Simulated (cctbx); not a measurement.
# Finding the light atoms

Cell a = 6.6530 Å, b = 11.4150 Å, c = 5.3240 Å, α = 90.00°, β = 90.43°, γ = 90.00°; space group C2/c (no. 15); content Mn4 Cl12 Li4. The heavier atoms are placed; Li is still missing.

The data are simulated with cctbx, not measured: Cu Kα, λ = 1.54184 Å, to d = 0.8 Å, 70 % of the full sphere, strongest reflection 40000 counts, noise from counting, a 3 % proportional error and a noise floor of 15 counts (s.d.); no absorption.

Refinement without Li (map in e/Å³):

```text
Rint 0.023, 416 unique reflections to 0.80 A
cycle     R1     wR2    GooF  max shift (A)
   1  0.0915  0.2379   7.471   0.03067
   2  0.0546  0.1308   4.109   0.00000
final R1 0.0546 wR2 0.1308 GooF 4.109  parameters 7  data/parameter 59.4
atom        x        y        z      Ueq    occ   su(xyz)  su(Uiso or U11)
Mn1    0.00000  0.00000  0.00000   0.0172  1.000  0.00000  0.0004
Cl1    0.25007  0.08337  0.25437   0.0212  1.000  0.00026  0.0005
Cl2    0.50000  0.66518  0.75000   0.0272  1.000  0.00024  0.0005
difference map: max 4.62 min -0.44 rms 0.25
Q1    0.0000  0.3297  0.2500    4    4.80  3.26 A from Cl2
Q2    0.0000  0.1679  0.7500    4    1.53  0.03 A from Cl2
Q3    0.2527  0.0780  0.2514    8    1.48  0.07 A from Cl1
Q4    0.0000  0.0000  0.5000    4    0.78  0.00 A from Mn1
Q5    0.2500  0.2500  0.0000    4    0.58  2.33 A from Cl2
Q6    0.0000  0.4879  0.7500    4    0.48  1.85 A from Cl1
Q7    0.0000  0.0166  0.2500    4    0.48  1.34 A from Mn1
Q8    0.0000  0.5000  0.0000    4    0.48  2.31 A from Cl1
```

The data are simulated with cctbx, not measured: neutrons of λ = 0.95 Å, to d = 0.7 Å, 70 % of the full sphere, strongest reflection 5000 counts, noise from counting, a 3 % proportional error and a noise floor of 15 counts (s.d.); no absorption.

Refinement without Li (map in fm/Å³; only maxima are listed):

```text
Rint 0.051, 613 unique reflections to 0.70 A
cycle     R1     wR2    GooF  max shift (A)
   1  0.1112  0.2225   4.095   0.01540
   2  0.0904  0.1690   3.111   0.00007
final R1 0.0904 wR2 0.1690 GooF 3.110  parameters 7  data/parameter 87.6
atom        x        y        z      Ueq    occ   su(xyz)  su(Uiso or U11)
Mn1    0.00000  0.00000  0.00000   0.0160  1.000  0.00000  0.0008
Cl1    0.24992  0.08316  0.25493   0.0221  1.000  0.00036  0.0003
Cl2    0.50000  0.66545  0.75000   0.0287  1.000  0.00026  0.0005
difference map: max 1.77 min -9.67 rms 0.37
Q1    0.0000  0.0000  0.0000    4    1.77  0.00 A from Mn1
Q2    0.0000  0.1723  0.7500    4    1.46  0.08 A from Cl2
Q3    0.0000  0.5034  0.2500    4    1.04  1.90 A from Cl1
Q4    0.0007  0.3174  0.1063    8    1.01  2.57 A from Cl2
Q5    0.0000  0.3949  0.2500    4    0.87  2.72 A from Cl1
Q6    0.0071  0.2357  0.6164    8    0.85  1.07 A from Cl2
Q7    0.2512  0.0710  0.2253    8    0.80  0.21 A from Cl1
Q8    0.0000  0.5000  0.0000    4    0.79  2.31 A from Cl1
```

**Question.** Where is Li, and which data fix it better?

Li sits at (1/2, 0.8263, 1/4). Adding it takes R1 from 0.055 to 0.013 with X-rays and from 0.090 to 0.024 with neutrons. Its largest coordinate s.u. is 0.00052 with X-rays and 0.00041 with neutrons, so neutrons fix it better in these data. In the X-ray map Q1 marks it. No listed neutron peak is on it. Natural Li has a negative scattering length, so it shows as a hole in the neutron map (minimum -9.7), not among the maxima.

Final neutron refinement:

```text
Rint 0.051, 613 unique reflections to 0.70 A
cycle     R1     wR2    GooF  max shift (A)
   1  0.0711  0.1434   2.643   0.01803
   2  0.0239  0.0494   0.910   0.00001
final R1 0.0239 wR2 0.0494 GooF 0.910  parameters 9  data/parameter 68.1
atom        x        y        z      Ueq    occ   su(xyz)  su(Uiso or U11)
Mn1    0.00000  0.00000  0.00000   0.0191  1.000  0.00000  0.0003
Cl1    0.24995  0.08304  0.25445   0.0215  1.000  0.00010  0.0001
Cl2    0.50000  0.66582  0.75000   0.0270  1.000  0.00007  0.0001
Li1    0.50000  0.82612  0.25000   0.0348  1.000  0.00041  0.0007
difference map: max 0.66 min -0.69 rms 0.17
Q1    0.0000  0.0964  0.7500    4    0.66  0.79 A from Cl2
Q2    0.1421  0.1890  0.3659    8    0.61  1.53 A from Cl1
Q3    0.0269  0.2833  0.4061    8    0.59  0.98 A from Li1
Q4    0.2024  0.4030  0.9340    8    0.56  1.07 A from Cl1
Q5    0.1461  0.0803  0.1137    8    0.56  1.02 A from Cl1
Q6    0.1273  0.1450  0.8488    8    0.55  1.02 A from Cl2
```

The model was made for the exercise: a known structure type with other elements put in, its volume estimated, not relaxed; displacement parameters are assumed.

[Middle refinement cycles are left out of these outputs.]

[Logs are printed without paths, hosts, clocks, repeated set-up lines and the standing remarks that a program may print on its own settings, such as how far it seeks lower states.]
